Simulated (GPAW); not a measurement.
A computed O K-edge spectrum of one site in a crystal of O and Ta, with its zero at a photon energy of about 526.3 eV (raw 535.2 eV, less 8.8 eV of added terms; LDA puts this hole about 4 eV below PBE, itself good to a few eV). Method: GPAW, LDA, excited-electron core hole (neutral cell) in a small cell, dipole transitions, broadening that rises with energy, without spin-orbit coupling.

Energy from the lowest empty level; intensity scaled to a mean of 1 over the first 20 eV:

```csv
E (eV),intensity
-2.0,0.00
-1.5,0.00
-1.0,0.00
-0.5,0.10
0.0,0.54
0.5,0.95
1.0,1.19
1.5,1.35
2.0,0.99
2.5,0.57
3.0,0.59
3.5,0.74
4.0,1.12
4.5,1.80
5.0,2.21
5.5,2.09
6.0,1.94
6.5,1.90
7.0,1.90
7.5,1.74
8.0,1.42
8.5,1.17
9.0,1.04
9.5,1.05
10.0,1.16
10.5,1.27
11.0,1.25
11.5,1.10
12.0,0.91
12.5,0.76
13.0,0.65
13.5,0.55
14.0,0.47
14.5,0.41
15.0,0.36
15.5,0.33
16.0,0.33
16.5,0.35
17.0,0.40
17.5,0.47
18.0,0.56
18.5,0.65
19.0,0.73
19.5,0.77
20.0,0.77
20.5,0.73
21.0,0.68
21.5,0.62
22.0,0.57
22.5,0.53
23.0,0.50
23.5,0.49
24.0,0.49
24.5,0.51
25.0,0.54
25.5,0.59
26.0,0.66
26.5,0.74
27.0,0.83
27.5,0.92
28.0,0.99
28.5,1.06
29.0,1.11
29.5,1.17
30.0,1.23
30.5,1.30
31.0,1.38
31.5,1.45
32.0,1.49
```

Question: Which coordination does this site have?

A K edge sees empty p states; the first features are O p mixed into the empty d states of the Ta neighbours, and the broad ones above probably into the cations' higher empty bands. It is atom 3 of TaO2 (P4_2/mnm), with 1 Ta at 2.02 Å and 2 Ta at 2.09 Å (distorted trigonal planar, site symmetry m2m). Its main maxima below 24 eV lie at 1.4 eV (1.36), 5.1 eV (2.22), 10.7 eV (1.28) and 19.7 eV (0.77). A near-edge spectrum doesn't fix the structure by itself; it is matched against candidates. The unit cell's mesh shows no gap over 0.35 eV. That is right for a metallic compound; for a small-gap or correlated insulator it would be the fault of the functional or of the assumed magnetic order, and the hole would be screened too well. The holes are only 5.8 Å apart, so the shape is probably not converged with cell size; no larger cell was run here. The mesh is coarse (0.23 Å⁻¹ between points), so small maxima may be mesh ripples. Lifetime broadening is put in by hand, and intensities beyond about 20 eV depend on it and on the partial waves; weight that the partial waves miss at high energy is lost. The structure is a computed Materials Project entry and may be a hypothetical form.

[Banner, clock and machine lines of the logs are left out without a mark of their own.]

[Logs are printed without paths, hosts, clocks, repeated set-up lines and the standing remarks that a program may print on its own settings, such as how far it seeks lower states.]

[Hosts, paths, dates, database ids (printed as entryN), source tags and the programs' standing remarks are cut or masked in the printed files.]

[Lists of maxima count a maximum above −3 eV only where it reaches 4 % of the highest in the window and stands out from its surroundings by 2 % of it (1.5 % where it reaches 55 %); shoulders and weaker maxima are passed over, and of the rest the first, up to two pre-edge ones and the few strongest are named.]
